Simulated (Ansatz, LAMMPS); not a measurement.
# Elastic response of glassy 63SiO2-16Na2O-21K2O (mol %) (114 atoms), part 2 of 4

How stiff is glassy 63SiO2-16Na2O-21K2O (mol %) (114 atoms)?

Ansatz 0.2.0; Kohn-Sham DFT, PBE, PAW (set soft_2), plane waves.

The cell: 24 Si, 12 Na, 16 K and 62 O. The quench rate of 10 K/ps is orders of magnitude faster than experiment. The starting topology of bonds comes from the classical model. Only the Γ point is sampled.

So far. Step 2 (Single point at the start): The r.m.s. force at the start is 1.4 eV/Å.

## Step 3: Cell and atoms relaxed

The cell is relaxed with the atoms, since the starting lattice needn't suit this functional.

File input.yaml:

```yaml
crystal:
  lattice:
    - [11.95022, 0.0, 0.0]
    - [0.0, 11.95022, 0.0]
    - [0.0, 0.0, 11.95022]
  atoms:
    [... the 114 atom lines of step 2 ...]
kpoints:
  mp_grid: { grid: [1, 1, 1] }
hamiltonian:
  xc: pbe
scf:
  occupations: { method: fixed }
output:
  forces: true
relax:
  f_tol: 0.05
  max_steps: 150
  cell: {}
```

The run is started by

```
ansatz run input.yaml --threads 4 --pin off --max-ram 8192MiB --backend cpu --events-out ev --progress --plain --runs-dir out
```

Numbers of over 12 decimals in the logs are rounded to 6 here.

Output:

```text
[...]
Crystal: 114 atoms, lattice volume = 1706.584 Å³
Basis set: ecut = 420 eV, 33371 PW (Γ), exchange–correlation on 160×160×160 points (8 copies of the dense FFT grid, shifted against one another)
Bands: 474, of which v1, the nominal top of the filled ones, is band 360 counted from 1 (359 counted from 0)
Symmetry: 1 space group operations
[...]
k-points: 1
[...]
SCF iter   1: F=—  HF=-92990.314546 eV  |F-HF|=—  |Δ(HF+E_count)|=         —  Δρ=1.85e-3  dr2=1.17e-1  ethr=1.77e-3  ⟨swp⟩=5.0  Hψ=1581  notcnv=0  defer=112
[...]
SCF iter   9: F=-92990.301564 eV  HF=-92990.301564 eV  |F-HF|=6.11e-8  |Δ(HF+E_count)|=   3.40e-7  Δρ=1.65e-6  dr2=5.54e-8  ethr=1.39e-11  ⟨swp⟩=2.0  Hψ=1461  notcnv=0
SCF 1 converged in 9 iterations: F = -92990.301564 eV  dr2 = 5.54e-8
[...]
relax step   1: F+E_penalty+E_count = -92990.30156368 eV  Δ(F+E_penalty+E_count) = +0.000e0 eV  max|allowed force component| = 4.984e0 eV/Å  Δτ_max = 0.0000 Å  P = +5.946 GPa  Ω = 1706.584 Å³  (9 SCF iters, dr2 threshold 1.00e-7 eV, accepted)
[... from here on, the SCF cycles and remarks between the steps are left out ...]
relax step   2: F+E_penalty+E_count = -92996.08020444 eV  Δ(F+E_penalty+E_count) = -5.779e0 eV  max|allowed force component| = 2.592e0 eV/Å  Δτ_max = 0.1949 Å  P = +3.201 GPa  Ω = 1718.983 Å³  energy of the carried Pulay correction = -3.228e-2 eV  (8 SCF iters, dr2 threshold 1.14e-5 eV, accepted)
relax step   3: F+E_penalty+E_count = -92999.69631750 eV  Δ(F+E_penalty+E_count) = -3.616e0 eV  max|allowed force component| = 7.736e-1 eV/Å  Δτ_max = 0.1949 Å  P = +0.067 GPa  Ω = 1741.388 Å³  energy of the carried Pulay correction = -9.002e-2 eV  (8 SCF iters, dr2 threshold 1.14e-5 eV, accepted)
relax step   4: F+E_penalty+E_count = -93000.53565502 eV  Δ(F+E_penalty+E_count) = -8.393e-1 eV  max|allowed force component| = 4.631e-1 eV/Å  Δτ_max = 0.1969 Å  P = -0.276 GPa  Ω = 1747.775 Å³  energy of the carried Pulay correction = -1.063e-1 eV  (7 SCF iters, dr2 threshold 1.14e-5 eV, accepted)
relax step   5: F+E_penalty+E_count = -93001.10778474 eV  Δ(F+E_penalty+E_count) = -5.721e-1 eV  max|allowed force component| = 4.207e-1 eV/Å  Δτ_max = 0.1974 Å  P = -0.294 GPa  Ω = 1751.204 Å³  energy of the carried Pulay correction = -1.151e-1 eV  (7 SCF iters, dr2 threshold 1.14e-5 eV, accepted)
relax step   6: F+E_penalty+E_count = -93001.40211175 eV  Δ(F+E_penalty+E_count) = -2.943e-1 eV  max|allowed force component| = 3.373e-1 eV/Å  Δτ_max = 0.1952 Å  P = -0.110 GPa  Ω = 1753.131 Å³  energy of the carried Pulay correction = -1.200e-1 eV  (7 SCF iters, dr2 threshold 1.11e-5 eV, accepted)
relax step   7: F+E_penalty+E_count = -93001.60802460 eV  Δ(F+E_penalty+E_count) = -2.059e-1 eV  max|allowed force component| = 3.769e-1 eV/Å  Δτ_max = 0.1932 Å  P = -0.056 GPa  Ω = 1756.388 Å³  energy of the carried Pulay correction = -1.283e-1 eV  (7 SCF iters, dr2 threshold 7.11e-6 eV, accepted)
relax step   8: F+E_penalty+E_count = -93001.78258145 eV  Δ(F+E_penalty+E_count) = -1.746e-1 eV  max|allowed force component| = 3.602e-1 eV/Å  Δτ_max = 0.1908 Å  P = +0.001 GPa  Ω = 1758.368 Å³  energy of the carried Pulay correction = -1.333e-1 eV  (7 SCF iters, dr2 threshold 8.88e-6 eV, accepted)
relax step   9: F+E_penalty+E_count = -93001.96610567 eV  Δ(F+E_penalty+E_count) = -1.835e-1 eV  max|allowed force component| = 3.095e-1 eV/Å  Δτ_max = 0.1966 Å  P = -0.070 GPa  Ω = 1765.927 Å³  energy of the carried Pulay correction = -1.524e-1 eV  (7 SCF iters, dr2 threshold 8.11e-6 eV, accepted)
relax step  10: F+E_penalty+E_count = -93002.08527472 eV  Δ(F+E_penalty+E_count) = -1.192e-1 eV  max|allowed force component| = 2.276e-1 eV/Å  Δτ_max = 0.1967 Å  P = -0.076 GPa  Ω = 1770.479 Å³  energy of the carried Pulay correction = -1.639e-1 eV  (7 SCF iters, dr2 threshold 5.99e-6 eV, accepted)
relax step  11: F+E_penalty+E_count = -93002.20373396 eV  Δ(F+E_penalty+E_count) = -1.185e-1 eV  max|allowed force component| = 2.298e-1 eV/Å  Δτ_max = 0.2000 Å  P = -0.012 GPa  Ω = 1774.236 Å³  energy of the carried Pulay correction = -1.733e-1 eV  (7 SCF iters, dr2 threshold 3.24e-6 eV, accepted)
relax step  12: F+E_penalty+E_count = -93002.25709096 eV  Δ(F+E_penalty+E_count) = -5.336e-2 eV  max|allowed force component| = 2.678e-1 eV/Å  Δτ_max = 0.1958 Å  P = -0.071 GPa  Ω = 1778.398 Å³  energy of the carried Pulay correction = -1.838e-1 eV  (8 SCF iters, dr2 threshold 3.30e-6 eV, accepted)
relax step  13: F+E_penalty+E_count = -93002.30386218 eV  Δ(F+E_penalty+E_count) = -4.677e-2 eV  max|allowed force component| = 1.808e-1 eV/Å  Δτ_max = 0.1133 Å  P = +0.068 GPa  Ω = 1778.089 Å³  energy of the carried Pulay correction = -1.830e-1 eV  (7 SCF iters, dr2 threshold 4.48e-6 eV, accepted)
[...]
relax step  19: F+E_penalty+E_count = -93002.54556644 eV  Δ(F+E_penalty+E_count) = -1.982e-2 eV  max|allowed force component| = 1.171e-1 eV/Å  Δτ_max = 0.1704 Å  P = -0.142 GPa  Ω = 1784.214 Å³  energy of the carried Pulay correction = -1.983e-1 eV  (9 SCF iters, dr2 threshold 4.51e-7 eV, accepted)
relax step  20: F+E_penalty+E_count = -93002.56926592 eV  Δ(F+E_penalty+E_count) = -2.370e-2 eV  max|allowed force component| = 8.825e-2 eV/Å  Δτ_max = 0.1137 Å  P = +0.006 GPa  Ω = 1781.814 Å³  energy of the carried Pulay correction = -1.923e-1 eV  (7 SCF iters, dr2 threshold 8.58e-7 eV, accepted)
relax step  21: F+E_penalty+E_count = -93002.59335189 eV  Δ(F+E_penalty+E_count) = -2.409e-2 eV  max|allowed force component| = 9.073e-2 eV/Å  Δτ_max = 0.1944 Å  P = +0.066 GPa  Ω = 1780.486 Å³  energy of the carried Pulay correction = -1.890e-1 eV  (8 SCF iters, dr2 threshold 4.87e-7 eV, accepted)
relax step  22: F+E_penalty+E_count = -93002.61828027 eV  Δ(F+E_penalty+E_count) = -2.493e-2 eV  max|allowed force component| = 8.616e-2 eV/Å  Δτ_max = 0.1922 Å  P = +0.021 GPa  Ω = 1781.036 Å³  energy of the carried Pulay correction = -1.904e-1 eV  (8 SCF iters, dr2 threshold 5.15e-7 eV, accepted)
relax step  23: F+E_penalty+E_count = -93002.64431363 eV  Δ(F+E_penalty+E_count) = -2.603e-2 eV  max|allowed force component| = 1.123e-1 eV/Å  Δτ_max = 0.1950 Å  P = +0.020 GPa  Ω = 1781.333 Å³  energy of the carried Pulay correction = -1.911e-1 eV  (8 SCF iters, dr2 threshold 4.64e-7 eV, accepted)
relax step  24: F+E_penalty+E_count = -93002.66429654 eV  Δ(F+E_penalty+E_count) = -1.998e-2 eV  max|allowed force component| = 1.682e-1 eV/Å  Δτ_max = 0.2000 Å  P = -0.000 GPa  Ω = 1783.179 Å³  energy of the carried Pulay correction = -1.957e-1 eV  (8 SCF iters, dr2 threshold 7.88e-7 eV, accepted)
relax step  25: F+E_penalty+E_count = -93002.64891527 eV  Δ(F+E_penalty+E_count) = +1.538e-2 eV  max|allowed force component| = 2.751e-1 eV/Å  Δτ_max = 0.1948 Å  P = -0.013 GPa  Ω = 1782.602 Å³  energy of the carried Pulay correction = -1.943e-1 eV  (7 SCF iters, dr2 threshold 1.77e-6 eV, rejected (line search))
relax step  26: F+E_penalty+E_count = -93002.68895000 eV  Δ(F+E_penalty+E_count) = -2.465e-2 eV  max|allowed force component| = 6.510e-2 eV/Å  Δτ_max = 0.0974 Å  P = +0.039 GPa  Ω = 1781.473 Å³  energy of the carried Pulay correction = -1.915e-1 eV  (12 SCF iters, accepted)
relax step  27: F+E_penalty+E_count = -93002.69419005 eV  Δ(F+E_penalty+E_count) = -5.240e-3 eV  max|allowed force component| = 4.364e-2 eV/Å  Δτ_max = 0.0311 Å  P = +0.007 GPa  Ω = 1782.125 Å³  energy of the carried Pulay correction = -1.931e-1 eV  (7 SCF iters, dr2 threshold 2.65e-7 eV, accepted)
relax step  28: F+E_penalty+E_count = -93003.12729582 eV  Δ(F+E_penalty+E_count) = -4.331e-1 eV  max|allowed force component| = 4.417e-2 eV/Å  Δτ_max = 0.0000 Å  P = +0.385 GPa  Ω = 1782.125 Å³  stress off target by 7.15e-1 GPa  SCF on the basis re-selected at this cell (its energy is not comparable with the rows above)  (9 SCF iters)
relax step  29: F+E_penalty+E_count = -93003.13419373 eV  Δ(F+E_penalty+E_count) = -6.898e-3 eV  max|allowed force component| = 7.200e-2 eV/Å  Δτ_max = 0.0802 Å  P = -0.005 GPa  Ω = 1796.121 Å³  energy of the carried Pulay correction = -3.666e-2 eV  (7 SCF iters, dr2 threshold 1.28e-6 eV, accepted)
relax step  30: F+E_penalty+E_count = -93003.13698937 eV  Δ(F+E_penalty+E_count) = -2.796e-3 eV  max|allowed force component| = 5.438e-2 eV/Å  Δτ_max = 0.0336 Å  P = -0.077 GPa  Ω = 1798.863 Å³  energy of the carried Pulay correction = -4.416e-2 eV  (7 SCF iters, dr2 threshold 3.24e-7 eV, accepted)
relax step  31: F+E_penalty+E_count = -93003.09091008 eV  Δ(F+E_penalty+E_count) = +4.608e-2 eV  max|allowed force component| = 3.431e-1 eV/Å  Δτ_max = 0.2000 Å  P = +0.135 GPa  Ω = 1798.381 Å³  energy of the carried Pulay correction = -4.275e-2 eV  (9 SCF iters, dr2 threshold 1.85e-7 eV, rejected (line search))
relax step  32: F+E_penalty+E_count = -93003.14695292 eV  Δ(F+E_penalty+E_count) = -9.964e-3 eV  max|allowed force component| = 3.791e-2 eV/Å  Δτ_max = 0.0760 Å  P = +0.001 GPa  Ω = 1799.888 Å³  energy of the carried Pulay correction = -4.693e-2 eV  (12 SCF iters, accepted)
relax step  33: F+E_penalty+E_count = -93003.19784940 eV  Δ(F+E_penalty+E_count) = -5.090e-2 eV  max|allowed force component| = 3.797e-2 eV/Å  Δτ_max = 0.0000 Å  P = +0.014 GPa  Ω = 1799.888 Å³  stress off target by 3.95e-2 GPa  SCF on the basis re-selected at this cell (its energy is not comparable with the rows above)  (7 SCF iters)
[...]
SCF converged after 7 iterations
Free energy (F): -93003.197849 eV
[...]
Internal energy: -93003.197849 eV  (E = F + TS)
E sigma→0 (E₀):  -93003.197849 eV
Fermi energy:    3.440791 eV
[...]
Σ components = -93003.197849   (vs F -93003.197849, Δ=0.00e0)
--- Forces (eV/Å), atoms counted from 1 ---
  atom   1  Si    -0.01828322     0.00024714    -0.00323301
  atom   2  Si     0.00093195    -0.00037566    -0.00361534
  atom   3  Si    -0.02863860    -0.02079275     0.03797237
  atom   4  Si     0.01822141    -0.01410417     0.00515144
[...]
atom 114  O      0.00669987     0.00390656     0.02294922
  max |Σ_I F_I| component: 1.92e-5 eV/Å
--- Stress (GPa, compression-positive) ---
       -0.009281      -0.024632       0.004410
       -0.024633       0.013415      -0.000933
        0.004409      -0.000933       0.038390
  P = ⅓ Tr σ = 0.0142 GPa (0.142 kbar)
--- Relaxed structure (31 steps of the walk, 29 accepted, 2 SCFs on fresh bases) ---
  F+E_penalty+E_count = -93003.19784940 eV   max|allowed force component| = 3.797e-2 eV/Å   (the final SCF, on the basis selected at the relaxed cell)
  cell:  # Å, volume = 1799.8875 Å³
    - [11.752848, -0.402860, 0.188792]
    - [-0.402860, 12.212211, 0.246463]
    - [0.188792, 0.246463, 12.562775]
  atoms:
    - { symbol: Si, position: [0.132470, 0.250428, 0.089854] }
    - { symbol: Si, position: [0.301141, 0.964444, 0.866211] }
    - { symbol: Si, position: [0.098614, 0.837695, 0.289407] }
    - { symbol: Si, position: [0.383156, 0.329035, 0.048563] }
[...]
- { symbol: O, position: [0.277857, 0.103805, 0.339642] }
```

The job ended after 10 min (4 threads of AMD EPYC 7R13 (Zen 3), shared host; peak memory 2.4 GiB; 38 min of CPU time).

The relaxation converged after 31 steps, with a largest force component of 0.038 eV/Å.

## Step 4: Single point at the relaxed geometry

One more single point at the end of the walk gives the fuller output and checks the residual forces.

File input.yaml:

```yaml
crystal:
  lattice:
    - [11.75285, -0.40286, 0.18879]
    - [-0.40286, 12.21221, 0.24646]
    - [0.18879, 0.24646, 12.56278]
  atoms:
    - { symbol: Si, position: [0.13247, 0.25043, 0.08985] }
    - { symbol: Si, position: [0.30114, 0.96444, 0.86621] }
    - { symbol: Si, position: [0.09861, 0.8377, 0.28941] }
    - { symbol: Si, position: [0.38316, 0.32904, 0.04856] }
    - { symbol: Si, position: [0.20873, 0.16288, 0.44401] }
    - { symbol: Si, position: [0.4781, 0.95299, 0.18666] }
    [... 102 atom lines left out ...]
    - { symbol: O, position: [0.96472, 0.8138, 0.26722] }
    - { symbol: O, position: [0.12306, 0.84053, 0.62901] }
    - { symbol: O, position: [0.65697, 0.24303, 0.30984] }
    - { symbol: O, position: [0.86772, 0.48782, 0.28514] }
    - { symbol: O, position: [0.42776, 0.29228, 0.16103] }
    - { symbol: O, position: [0.27786, 0.10381, 0.33964] }
kpoints:
  mp_grid: { grid: [1, 1, 1] }
hamiltonian:
  xc: pbe
scf:
  occupations: { method: fixed }
output:
  forces: true
  stress: true
  populations: true
  dos:
    method: { smearing: { sigma: 0.08 } }
    de: 0.1
    projected: { site_lists: { K: [K], Na: [Na], O: [O], Si: [Si] } }
  eigenvalues: true
  write_density: true
  write_potential: true
  volumetric_format: npy
```

Output:

```text
[...]
Crystal: 114 atoms, lattice volume = 1799.889 Å³
Basis set: ecut = 420 eV, 35177 PW (Γ), exchange–correlation on 160×180×180 points (8 copies of the dense FFT grid, shifted against one another)
Bands: 474, of which v1, the nominal top of the filled ones, is band 360 counted from 1 (359 counted from 0)
Symmetry: 1 space group operations
[...]
k-points: 1
[...]
SCF iter   1: F=—  HF=-93003.189839 eV  |F-HF|=—  |Δ(HF+E_count)|=         —  Δρ=1.43e-3  dr2=4.44e-2  ethr=1.77e-3  ⟨swp⟩=4.0  Hψ=1718  notcnv=0  defer=110
[...]
SCF iter   9: F=-93003.197847 eV  HF=-93003.197847 eV  |F-HF|=1.24e-8  |Δ(HF+E_count)|=   1.08e-7  Δρ=1.69e-6  dr2=4.83e-8  ethr=1.39e-11  ⟨swp⟩=21.0  Hψ=4440  notcnv=0
SCF 1 converged in 9 iterations: F = -93003.197847 eV  dr2 = 4.83e-8
[...]
SCF converged after 9 iterations
Free energy (F): -93003.197847 eV
[...]
Internal energy: -93003.197847 eV  (E = F + TS)
E sigma→0 (E₀):  -93003.197847 eV
Fermi energy:    3.440998 eV
[...]
--- Forces (eV/Å), atoms counted from 1 ---
  atom   1  Si    -0.01912348    -0.00071882     0.00003824
  atom   2  Si     0.00267924     0.00135658    -0.00353027
  atom   3  Si    -0.02669715    -0.02379383     0.03639753
  atom   4  Si     0.01817889    -0.01748410     0.00910939
  atom   5  Si    -0.01334967    -0.01081639    -0.00518949
  atom   6  Si    -0.00661490    -0.00998097    -0.02734894
  atom   7  Si     0.02049213    -0.00551694     0.00014397
  atom   8  Si     0.00433935    -0.03538013    -0.02133037
  atom   9  Si     0.00277942    -0.02610683    -0.02247554
  atom  10  Si    -0.00550467     0.00042574    -0.01049130
  atom  11  Si    -0.02279825    -0.01293075     0.01475412
  atom  12  Si    -0.02869899     0.00579026    -0.00565225
  atom  13  Si     0.00317844    -0.01249409    -0.01052256
  atom  14  Si    -0.00611420     0.01784037    -0.02501803
[...]
atom 113  O     -0.00949024     0.00470316    -0.00616353
  atom 114  O      0.00663560     0.00348992     0.02273319
  max |Σ_I F_I| component: 3.98e-5 eV/Å
--- Stress (GPa, compression-positive) ---
       -0.008962      -0.025537       0.004576
       -0.025538       0.013116      -0.000966
        0.004575      -0.000966       0.037654
  P = ⅓ Tr σ = 0.0139 GPa (0.139 kbar)
--- Band table (eV) ---
[...]
--- Löwdin populations: 114 sites ---
  site symbol       q [e]
     0     Si      2.3544
     1     Si      2.3378
     2     Si      2.2679
[...]
113      O      6.8339
  spilling = 0.009786 (of n_electrons = 720.000000)
```

Elapsed: 57 s, on 4 threads; peak memory 2.6 GiB; 3.5 min of CPU time.

Read from the output:

```
free energy                                      : -93003.1978 eV
free energy per atom                             : -815.8175 eV/atom
SCF cycles                                       : 9
pressure                                         : 0.01394 GPa
r.m.s. force component                           : 0.01083 eV/Å
longest force                                    : 0.05103 eV/Å
Fermi energy                                     : 3.441 eV
gap (highest filled to lowest empty level) : 3.329 eV
spilling of the projection                       : 0.009786
```

Löwdin charges by element and coordination (they lack the spilled electrons, 0.062 e an atom on average):

```csv
element,coordination,atoms,mean charge (e),spread,least,most
K,all,16,0.866,0.0066,0.855,0.881
K,5,3,0.864,0.0014,0.862,0.866
K,6,9,0.865,0.0082,0.855,0.881
K,7,4,0.868,0.0036,0.864,0.872
Na,all,12,0.798,0.0092,0.783,0.813
Na,3,1,0.794,0,0.794,0.794
Na,4,1,0.791,0,0.791,0.791
Na,5,7,0.800,0.0098,0.783,0.813
Na,6,2,0.791,0.0044,0.787,0.796
Na,7,1,0.808,0,0.808,0.808
O,all,62,-0.895,0.0836,-1.03,-0.793
O,2,4,-0.798,0.0036,-0.803,-0.793
O,3,15,-0.826,0.0398,-0.970,-0.795
O,4,20,-0.886,0.0731,-0.992,-0.808
O,5,17,-0.96,0.0595,-1.02,-0.831
O,6,6,-0.979,0.0533,-1.03,-0.874
Si,all,24,1.63,0.066,1.48,1.73
```

Density of states as counts of states in windows of 1 eV (from the Fermi level), total and the larger projections:

```
from (eV)  to (eV)  total   O p  Si p   O s   K p
      -18      -17    4.6   0.1   0.5   3.5   0.0
      -17      -16   42.2   0.9   4.9  32.8   0.3
      -16      -15    9.3   0.1   1.4   7.5   0.1
      -15      -13    0.0   0.0   0.0   0.0   0.0
      -13      -12   28.7   0.3   0.1   0.1  28.1
      -12      -11   67.4   0.7   0.1   0.3  66.0
      -11      -10    1.2   0.8   0.1   0.1   0.0
      -10       -9    9.0   5.9   0.5   0.5   0.0
       -9       -8   11.7   7.9   1.1   0.7   0.0
       -8       -7   17.0  12.1   2.3   0.7   0.0
       -7       -6   23.1  17.6   4.4   0.3   0.0
       -6       -5    6.4   5.0   1.2   0.1   0.0
       -5       -4   45.2  36.2   4.4   2.5   0.1
       -4       -3   62.8  53.8   3.9   2.3   0.2
       -3       -2   68.7  62.7   2.1   1.2   0.2
       -2       -1   67.5  62.2   2.1   0.5   0.3
       -1        0   57.2  54.4   1.0   0.1   0.2
        0        1    2.1   2.0   0.0   0.0   0.0
        1        3    0.0   0.0   0.0   0.0   0.0
        3        4    2.0   0.0   0.0   0.4   0.0
        4        5    9.3   0.8   0.3   0.9   0.1
```

The curve was stored every 0.100 eV, coarse against its broadening of 0.08 eV, so these counts are rough.

With fixed occupations the program's Fermi level is the highest filled level; weight inside the gap is the broadening of levels at its edges.

Between -26 and -18 eV lie 140 more states.

About 58 of the 720 electrons lie in deeper levels, below the stored range.

The levels nearest the highest filled one (over half full), pooled over k-points and spins:

```csv
level less the highest filled one (eV),occupation
-0.305,2
-0.244,2
-0.184,2
-0.116,2
-0.0922,2
0,2
3.33,0
4.47,0
4.56,0
4.69,0
4.79,0
4.94,0
```

Electrostatic potential energy in the ab plane at fractional z = 0.213, with atoms of Si and Na and K and O within 0.2 Å of it. With pseudopotentials it is smooth inside the atoms' cores, unlike the true potential.

Ten even steps from '0' (-42 eV) to '9' (9 eV), each cell a mean:
```
999511677887773002799999999999999
999634899999973003799999989999999
998888999999987667899997214888899
887778999999999999999996103644677
888775479999999999887899777511466
999860028999999998610279998755789
999973258999999998600279999778999
999863357999999999866789997458999
988720016899999999999999998667789
645620027999999999999999999862247
877875578999999999999999999730027
999999999999999999987678999864468
999999999999999999852025899988899
999999999999999999830005899999999
999999999999999999863347999999999
997899999999999999998889999888999
998999999999987899999999997433689
999999999999988999999999984000489
999999999999999999999999985102589
999999999999999889999999998767899
999998777789999889999999999999999
999998521268999999999999999999999
999997200057899889999998899999999
999976411354577557899988899999999
```
Columns run along a (11.8 Å; values clipped at the 3rd and 97th percentile), rows up along b (12.2 Å). Atoms in or near the plane, at fractional coordinates: Si at (0.24, 0.06), Si at (0.18, 0.62), Na at (0.61, 0.74), K at (0.86, 0.25), K at (0.64, 0.44), O at (0.18, 0.76), O at (0.76, 0.86).

Valence density in the ab plane at fractional z = 0.213, with atoms of Si and Na and K and O within 0.2 Å of it. It is the smooth field of the valence electrons, not physical close to the nuclei.

Ten steps, logarithmic in the rise over the least value, from '0' (0 e/Å³) to '9' (12 e/Å³), each cell a mean:
```
013677532245433222221111111000000
013566421112222222210012343210000
112333210000012222100025776421122
322222211000001111000125786432344
322245652100000110123223454323455
211358874100000001489731122222333
001246753100000001499830013443211
111234432100000000144200124664210
344321122100000000000000024553212
566431222100000000000000012232223
454322222100000000000000001233223
221111111000000000023432001244322
000000000000000000256764211233211
001100000001110000257775200111100
123221000000111100246653100000000
234431000001123210012221001122101
234321000001345421000000013565421
112110000001244320000111125777531
000011110000122210000110024676520
000112321000001111000000012343200
000124432110000110000000000000000
000123332222110011121100000000000
000122211244431112332111100000000
001355432356643223332112100000000
```
Columns run along a (11.8 Å), rows up along b (12.2 Å). Atoms in or near the plane, at fractional coordinates: Si at (0.24, 0.06), Si at (0.18, 0.62), Na at (0.61, 0.74), K at (0.86, 0.25), K at (0.64, 0.44), O at (0.18, 0.76), O at (0.76, 0.86).

The highest filled and lowest empty levels differ by 3.33 eV (at Γ alone); a semilocal functional tends to put such gaps too low. In a disordered cell it changes from sample to sample, and tail or defect levels can set it. Mean Löwdin charges: K +0.87, Na +0.80, O -0.90, Si +1.63 e (they miss 0.98 % of the electrons, so they add up to more than the cell's charge).

(Part 2 of 4 ends here.)

[Logs are printed without paths, hosts, clocks, repeated set-up lines and the standing remarks that a program may print on its own settings, such as how far it seeks lower states.]

[Hosts, paths, dates, database ids (printed as entryN), source tags and the programs' standing remarks are cut or masked in the printed files.]
